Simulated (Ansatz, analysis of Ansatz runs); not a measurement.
## Zero-phonon line of the N3V centre in diamond (PBE)

How near does this set-up come to the measured zero-phonon line? Subject: N3V centre in diamond. Set-up: PBE, 32-site cell, PBE lattice, 420 eV, k: the zone centre alone, wide Gaussian smearing. The model is a cell of 32 host atoms with 1 site emptied, N put on another atom's site, N put on another atom's site and N put on another atom's site. The excitation energy is a difference of total energies with one electron moved up within one spin channel.

Measured beforehand: Zero-phonon line, printed as 415 nm: 2.99 eV, by optical spectroscopy (quoted in “Electron paramagnetic resonance of the N2V− defect in 15N-doped synthetic diamond”, 2015, B. L. Green et al., quoting earlier work (1978)). The runs below try to reproduce this.

Main program and level: Ansatz 0.2.0; plane-wave PAW DFT, PBE; relaxation of all atoms of a defect supercell.

This is a report of a sequence of runs, with most program output left out.

## 1. Starting point

The cell holds 31 atoms: 28 C and 3 N. Cell: a = 6.186 Å, b = 6.186 Å, c = 6.186 Å, α = 109.5°, β = 109.5°, γ = 109.5°. It derives from C (space group Fd-3m). Nearest the centre at fractional (0.500, 0.500, 0.500): N25 at 1.55 Å, N26 at 1.55 Å, C31 at 1.55 Å, N22 at 1.55 Å, C2 at 2.53 Å, C4 at 2.53 Å, C6 at 2.53 Å, C5 at 2.53 Å.

The host's primitive cell comes from a first run (plane-wave PAW DFT, PBE; relaxation of the host's cell and atoms): vectors of 2.525, 2.525 and 2.525 Å. That is 5.69 Å³ an atom, 0.4 % over the diffraction cell's volume. The supercell is built on it.

## 2. Relaxation, charge 0

Every later number rests on the structure around the defect, so the atoms are relaxed at the host's lattice first.

Input file relax/input.yaml:

```yaml
relax:
  f_tol: 0.02
  max_steps: 80
  random_displacement: { amplitude: 0.02, seed: 661 }
crystal:
  lattice:
    - [-3.57158176, 3.57158176, 3.57158176]
    - [3.57158176, -3.57158176, 3.57158176]
    - [3.57158176, 3.57158176, -3.57158176]
  atoms:
    - { symbol: C, position: [0.0, 0.0, 0.5] }
    - { symbol: C, position: [0.0, 0.25, 0.25] }
    - { symbol: C, position: [0.0, 0.5, 0.0] }
    - { symbol: C, position: [0.0, 0.75, 0.75] }
    - { symbol: C, position: [0.25, 0.0, 0.25] }
    - { symbol: C, position: [0.25, 0.25, 0.0] }
    - { symbol: C, position: [0.25, 0.5, 0.75] }
    - { symbol: C, position: [0.25, 0.75, 0.5] }
    - { symbol: C, position: [0.5, 0.0, 0.0] }
    - { symbol: C, position: [0.5, 0.25, 0.75] }
    - { symbol: C, position: [0.5, 0.75, 0.25] }
    - { symbol: C, position: [0.75, 0.0, 0.75] }
    - { symbol: C, position: [0.75, 0.25, 0.5] }
    - { symbol: C, position: [0.75, 0.5, 0.25] }
    - { symbol: C, position: [0.75, 0.75, 0.0] }
    - { symbol: C, position: [0.0, 0.0, 0.25] }
    - { symbol: C, position: [0.0, 0.25, 0.0] }
    - { symbol: C, position: [0.0, 0.5, 0.75] }
    - { symbol: C, position: [0.0, 0.75, 0.5] }
    - { symbol: C, position: [0.25, 0.0, 0.0] }
    - { symbol: C, position: [0.25, 0.25, 0.75] }
    - { symbol: "N", position: [0.25, 0.5, 0.5] }
    - { symbol: C, position: [0.25, 0.75, 0.25] }
    - { symbol: C, position: [0.5, 0.0, 0.75] }
    - { symbol: "N", position: [0.5, 0.25, 0.5] }
    - { symbol: "N", position: [0.5, 0.5, 0.25] }
    - { symbol: C, position: [0.5, 0.75, 0.0] }
    - { symbol: C, position: [0.75, 0.0, 0.5] }
    - { symbol: C, position: [0.75, 0.25, 0.25] }
    - { symbol: C, position: [0.75, 0.5, 0.0] }
    - { symbol: C, position: [0.75, 0.75, 0.75] }
basis:
  ecutwfc: 420
  xc_grid: 2
hamiltonian:
  xc: pbe
kpoints:
  mp_grid: { grid: [1, 1, 1] }
magnetization:
  spin_polarized: true
  initial_magnetization: 1
  spin_locking: { lock_magnetization: hard }
scf:
  occupations: { method: gaussian, width: 1.0 }
  max_iter: 60
output:
  forces: true
checkpoint:
  write: "../relax.run"
  compress: false
  write_wavefunctions: true
  write_every: 100000
```

Started as:

```sh
> ansatz run input.yaml --threads 2 --pin off --max-ram 3768MiB --backend cpu --events-out ev --progress --plain --runs-dir out
```

Wall time 31 s (2 threads of Arm Neoverse N1, shared host); peak memory 0.4 GiB; 41 s of CPU time.

The run converged, but on settings that a careful run would not use, so its numbers are not the defect's.

## 3. Ground state

Both spins' levels are needed to pick the two between which the electron moves, so the ground state is solved with empty bands.

This step: plane-wave PAW DFT, PBE; single point of a defect supercell.

Input file ground/input.yaml:

```yaml
crystal:
  lattice:
    - [-3.57158176, 3.57158176, 3.57158176]
    - [3.57158176, -3.57158176, 3.57158176]
    - [3.57158176, 3.57158176, -3.57158176]
  atoms:
    - { symbol: C, position: [-0.000231133, -0.000416872, 0.50073374] }
    - { symbol: C, position: [0.003400075, 0.25832602, 0.258876074] }
    - { symbol: C, position: [-0.000229686, 0.500182211, 0.00013775] }
    - { symbol: C, position: [-0.003298788, 0.751178247, 0.751727293] }
    - { symbol: C, position: [0.258509929, 0.003211368, 0.258874868] }
    - { symbol: C, position: [0.258509723, 0.258323109, 0.003765291] }
    - { symbol: C, position: [0.243827874, 0.49909782, 0.742297203] }
    - { symbol: C, position: [0.243827547, 0.741739073, 0.499646777] }
    - { symbol: C, position: [0.500366254, -0.00041776, 0.000134707] }
    - { symbol: C, position: [0.499285333, 0.243641811, 0.742295723] }
    - { symbol: C, position: [0.499280667, 0.741741642, 0.244190829] }
    - { symbol: C, position: [0.75135841, -0.003486804, 0.751725801] }
    - { symbol: C, position: [0.741928547, 0.243641903, 0.499646759] }
    - { symbol: C, position: [0.741926645, 0.499097592, 0.244193399] }
    - { symbol: C, position: [0.751359907, 0.751173182, -0.002938995] }
    - { symbol: C, position: [0.006956486, 0.006771373, 0.258569332] }
    - { symbol: C, position: [0.006957051, 0.258016325, 0.007323197] }
    - { symbol: C, position: [-0.005626483, 0.498621944, 0.750340338] }
    - { symbol: C, position: [-0.005619609, 0.749789845, 0.499174862] }
    - { symbol: C, position: [0.258198023, 0.006763179, 0.007318741] }
    - { symbol: C, position: [0.250092424, 0.249906948, 0.743455141] }
    - { symbol: "N", position: [0.229987654, 0.501308036, 0.501863986] }
    - { symbol: C, position: [0.250091972, 0.742911362, 0.25045776] }
    - { symbol: C, position: [0.498805126, -0.005810522, 0.750339187] }
    - { symbol: "N", position: [0.501494719, 0.229796631, 0.501862033] }
    - { symbol: "N", position: [0.50149559, 0.501309816, 0.230357148] }
    - { symbol: C, position: [0.498810683, 0.749789038, -0.005256587] }
    - { symbol: C, position: [0.749974528, -0.005806674, 0.499174513] }
    - { symbol: C, position: [0.743091805, 0.249908454, 0.250458214] }
    - { symbol: C, position: [0.749972942, 0.49862003, -0.005257905] }
    - { symbol: C, position: [0.776909901, 0.776722871, 0.777271816] }
basis:
  ecutwfc: 420
  xc_grid: 2
hamiltonian:
  xc: pbe
kpoints:
  mp_grid: { grid: [1, 1, 1] }
magnetization:
  spin_polarized: true
  initial_magnetization: 1
  spin_locking: { lock_magnetization: hard }
scf:
  occupations: { method: gaussian, width: 1.0 }
  max_iter: 60
  n_extra_bands: 20
  lower_state_search: "off"
output:
  forces: true
  eigenvalues: true
  eigenstates: { localisation: true }
checkpoint:
  read: "../relax.run"
  write: "../ground.run"
  compress: false
  write_wavefunctions: true
  write_every: 100000
```

Elapsed: 4.9 s, on 2 threads; peak memory 0.37 GiB; 6.1 s of CPU time.

The run converged, but on settings that a careful run would not use, so its numbers are not the defect's.

## 4. Excited state at the ground state's structure

One electron is moved to the upper level and held there by its overlap; at the ground state's structure the energy difference is the vertical absorption.

This step: plane-wave PAW DFT, PBE; single point of a defect supercell.

excited/input.yaml, as its differences from ground/input.yaml of step 3:

```diff
@@ -49,4 +49,9 @@
 scf:
-  occupations: { method: gaussian, width: 1.0 }
-  max_iter: 60
+  occupations:
+    method: gaussian
+    width: 1.0
+    excite:
+      from: { channel: down, k: 0, band: v2, track: overlap }
+      to: { channel: down, k: 0, band: v1, track: overlap }
+  max_iter: 150
   n_extra_bands: 20
@@ -55,7 +60,5 @@
   forces: true
-  eigenvalues: true
-  eigenstates: { localisation: true }
 checkpoint:
-  read: "../relax.run"
-  write: "../ground.run"
+  read: "../ground.run"
+  write: "../excited.run"
   compress: false
```

It took 7.8 s on 2 threads; peak memory 0.38 GiB.

The run converged, but on settings that a careful run would not use, so its numbers are not the defect's.

## 5. Relaxation in the excited state

The zero-phonon line joins two minima, so the atoms are relaxed with the electron held in the upper level.

This step: plane-wave PAW DFT, PBE; Delta-SCF with one electron moved between two levels, relaxation of all atoms.

excited_relax/input.yaml, as its differences from excited/input.yaml of step 4:

```diff
@@ -62,3 +62,3 @@
   read: "../ground.run"
-  write: "../excited.run"
+  write: "../excited_relax.run"
   compress: false
@@ -66 +66,5 @@
   write_every: 100000
+relax:
+  f_tol: 0.02
+  max_steps: 50
+  escape_saddle: false
```

Wall time 21 s (2 threads); peak memory 0.39 GiB.

The run converged, but on settings that a careful run would not use, so its numbers are not the defect's.

## 6. Ground state at the excited state's structure

The ground state at the excited structure gives the vertical emission.

This step: plane-wave PAW DFT, PBE; single point of a defect supercell.

Input file ground_at_excited/input.yaml:

```yaml
crystal:
  lattice:
    - [-3.57158176, 3.57158176, 3.57158176]
    - [3.57158176, -3.57158176, 3.57158176]
    - [3.57158176, 3.57158176, -3.57158176]
  atoms:
    - { symbol: C, position: [0.001297383, 0.001111482, 0.501947618] }
    - { symbol: C, position: [0.002982145, 0.258324866, 0.258876731] }
    - { symbol: C, position: [0.001297383, 0.501395754, 0.001663347] }
    - { symbol: C, position: [-0.003564269, 0.753808709, 0.754360574] }
    - { symbol: C, position: [0.258510767, 0.002796244, 0.258876731] }
    - { symbol: C, position: [0.258510767, 0.258324866, 0.003348109] }
    - { symbol: C, position: [0.245930651, 0.499824145, 0.743373559] }
    - { symbol: C, position: [0.245930651, 0.742821694, 0.50037601] }
    - { symbol: C, position: [0.501581655, 0.001111482, 0.001663347] }
    - { symbol: C, position: [0.500010046, 0.245744751, 0.743373559] }
    - { symbol: C, position: [0.500010046, 0.742821694, 0.246296615] }
    - { symbol: C, position: [0.75399461, -0.003750169, 0.754360574] }
    - { symbol: C, position: [0.743007595, 0.245744751, 0.50037601] }
    - { symbol: C, position: [0.743007595, 0.499824145, 0.246296615] }
    - { symbol: C, position: [0.75399461, 0.753808709, -0.003198305] }
    - { symbol: C, position: [0.006927071, 0.006741171, 0.259190983] }
    - { symbol: C, position: [0.006927071, 0.258639119, 0.007293035] }
    - { symbol: C, position: [-0.00635656, 0.499758672, 0.750384517] }
    - { symbol: C, position: [-0.00635656, 0.749832653, 0.500310536] }
    - { symbol: C, position: [0.258825019, 0.006741171, 0.007293035] }
    - { symbol: C, position: [0.249928927, 0.249743026, 0.743785583] }
    - { symbol: "N", position: [0.224748085, 0.499154878, 0.499706743] }
    - { symbol: C, position: [0.249928927, 0.743233718, 0.250294891] }
    - { symbol: C, position: [0.499944572, -0.006542461, 0.750384517] }
    - { symbol: "N", position: [0.499340779, 0.224562185, 0.499706743] }
    - { symbol: "N", position: [0.499340779, 0.499154878, 0.225114049] }
    - { symbol: C, position: [0.499944572, 0.749832653, -0.005990597] }
    - { symbol: C, position: [0.750018554, -0.006542461, 0.500310536] }
    - { symbol: C, position: [0.743419619, 0.249743026, 0.250294891] }
    - { symbol: C, position: [0.750018554, 0.499758672, -0.005990597] }
    - { symbol: C, position: [0.768313074, 0.768127173, 0.768679038] }
basis:
  ecutwfc: 420
  xc_grid: 2
hamiltonian:
  xc: pbe
kpoints:
  mp_grid: { grid: [1, 1, 1] }
magnetization:
  spin_polarized: true
  initial_magnetization: 1
  spin_locking: { lock_magnetization: hard }
scf:
  occupations: { method: gaussian, width: 1.0 }
  max_iter: 60
  n_extra_bands: 20
  lower_state_search: "off"
output:
  forces: true
checkpoint:
  read: "../ground.run"
  write: "../ground_at_excited.run"
  compress: false
  write_wavefunctions: true
  write_every: 100000
```

Run time: 6.5 s. Hardware: 2 threads; peak memory 0.38 GiB; 8.4 s of CPU time.

The run converged, but on settings that a careful run would not use, so its numbers are not the defect's.

## 7. Outcome

This set-up is not sound: a smearing of 1.0 eV fills levels on both sides of the Fermi level in part. For the record: Zero-phonon line: computed 2.01 eV, measured 2.99 eV; 0.98 eV below the measurement.

[Logs are printed without paths, hosts, clocks, repeated set-up lines and the standing remarks that a program may print on its own settings, such as how far it seeks lower states.]

[Hosts, paths, dates, database ids (printed as entryN), source tags and the programs' standing remarks are cut or masked in the printed files.]

[For some hosts the program warned that the k-mesh of the response run may be too coarse for force constants and the static dielectric constant; such warnings are not shown here.]
